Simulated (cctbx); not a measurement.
# Reading a Patterson map

Space group P6/mmm (no. 191), a = 4.6660 Å, b = 4.6660 Å, c = 7.9870 Å, α = 90.00°, β = 90.00°, γ = 120.00°, content Ru6 Fe6 Sc1.

The data are simulated with cctbx, not measured: synchrotron X-rays, λ = 0.6889 Å, to d = 0.77 Å, 50 % of the full sphere, strongest reflection 40000 counts, noise from counting, a 3 % proportional error and a noise floor of 15 counts (s.d.); no absorption.

Patterson synthesis, origin scaled to 1000:

```text
Patterson group P 6/m m m
      u       v       w   height  length (A)
  0.000   0.000   0.000   1000.0     0.00
  0.000   0.000   0.500    746.6     3.99
  0.333   0.667   0.000    349.7     2.69
  0.333   0.667   0.500    340.9     4.82
  0.165   0.331   0.251    237.1     2.41
  0.333   0.667   0.318    212.3     3.70
  0.333   0.667   0.182    194.2     3.06
  0.000   0.500   0.000    174.2     2.33
  0.000   0.500   0.500    166.7     4.63
  0.000   0.000   0.340    145.2     2.71
  0.000   0.500   0.256     11.0     3.10
  0.000   0.206   0.072    -22.8     1.12
  0.000   0.201   0.431    -23.7     3.57
  0.223   0.446   0.099    -29.0     1.97
```

**Question.** Which atom pairs make the peaks, and where is the heaviest atom?

A peak at u stands for all pairs with xi − xj = u, with weight Σ ZiZj against Σ Z² = 16113 at the origin. Peak heights follow these weights only roughly, since form factors, motion and series ripples differ, all vectors within 0.55 Å of a peak are counted as merged into it though the farther ones add only part of their weight, and F(000) is left out, which lowers the whole map:

| u | v | w | shortest length (Å) | height | 1000 ΣZiZj/ΣZ² | pairs in the cell |
| --- | --- | --- | --- | --- | --- | --- |
| 0.000 | 0.000 | 0.500 | 3.99 | 747 | 732 | 4 × Ru–Ru, 6 × Fe–Fe |
| 0.333 | 0.667 | 0.000 | 2.69 | 350 | 355 | 2 × Ru–Ru, 2 × Ru–Sc |
| 0.333 | 0.667 | 0.500 | 4.82 | 341 | 355 | 2 × Ru–Ru, 2 × Ru–Sc |
| 0.165 | 0.331 | 0.251 | 2.41 | 237 | 284 | 4 × Ru–Fe |
| 0.333 | 0.667 | 0.318 | 3.70 | 212 | 240 | 2 × Ru–Ru |
| 0.333 | 0.667 | 0.182 | 3.06 | 194 | 240 | 2 × Ru–Ru |
| 0.000 | 0.500 | 0.000 | 2.33 | 174 | 452 | 4 × Ru–Fe, 4 × Fe–Fe |
| 0.000 | 0.500 | 0.500 | 4.63 | 167 | 168 | 4 × Fe–Fe |
| 0.000 | 0.000 | 0.340 | 2.72 | 145 | 235 | 1 × Ru–Ru, 2 × Ru–Sc |

The table stops at ten peaks or at a height of 45, below which ripples compete. In the model behind the data Ru, the heaviest element, has 3 independent sites: (0, 0, 0.3191), (1/3, 2/3, 1/2) and (1/3, 2/3, 0), up to an allowed shift of origin; the Ru–Ru vectors are differences of these positions and their symmetry mates. The whole model:

```csv
atom,mult.,x,y,z,Ueq (Å²)
Ru1,2,0,0,0.3191,0.0265
Ru2,2,1/3,2/3,1/2,0.0222
Ru3,2,1/3,2/3,0,0.0130
Fe1,6,0,1/2,0.2534,0.0237
Sc1,1,0,0,0,0.0173
```

The model was made for the exercise: a known structure type with other elements put in, its volume estimated, not relaxed; displacement parameters are assumed.

[Logs are printed without paths, hosts, clocks, repeated set-up lines and the standing remarks that a program may print on its own settings, such as how far it seeks lower states.]
